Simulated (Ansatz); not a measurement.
Planning a GW calculation on CsPbBr3 (Pm-3m).

```xyz
5
Lattice="5.9486 0.0000 0.0000 0.0000 5.9486 0.0000 0.0000 0.0000 5.9486" Properties=species:S:1:pos:R:3 pbc="T T T"
Cs    0.0000    0.0000    0.0000
Pb    2.9743    2.9743    2.9743
Br    2.9743    2.9743    0.0000
Br    2.9743    0.0000    2.9743
Br    0.0000    2.9743    2.9743
```

The cell and positions are those that the Materials Project relaxed with its own functionals (PBE, PBE+U or r2SCAN), kept fixed. Spin-orbit coupling is left out unless a run names it.

Runs so far (Ansatz 0.2.0, start PBE, hard PAW files, 4×4×4 mesh). Times are wall times on 1 × NVIDIA H100 80GB HBM3 (shared by 3 runs) with 4 threads of AMD EPYC 7R13 (Zen 3), shared host, good to a factor of about two.

| bands summed | cutoff (eV) | gap on the mesh (eV) | time |
| --- | --- | --- | --- |
| 449 | 90 | 2.623 | 45 s |
| 919 | 150 | 2.764 | 68 s |

Q: What should the next rung give, with 1600 bands and screening to 220 eV, and where is the limit?

The error falls about as one over the bands when the cutoff rises with them. A line through the two highest rungs given predicts 2.821 eV; the run gave 2.853 eV, a miss of 0.032 eV, so the law fails here: the steps don't follow it yet. The two highest rungs put the limit near 2.974 eV, the pair below near 2.898 eV; neither can be trusted until a further rung is run.

Gaps are over the mesh's points; an edge off the mesh would be missed. Limits: not at the basis limit; no spin-orbit coupling.

[Paths, hosts, dates, memory and timing lines, banners, echoed tables and standing remarks are left out of the program output.]

[Logs are printed without paths, hosts, clocks, repeated set-up lines and the standing remarks that a program may print on its own settings, such as how far it seeks lower states.]

[Runs of the session that timed out or met a known fault of the program may be left out.]

[Cells called generated may have been cut or substituted from an entry of the Crystallography Open Database or the Materials Project.]

[Hosts, paths, dates, database ids (printed as entryN), source tags and the programs' standing remarks are cut or masked in the printed files.]
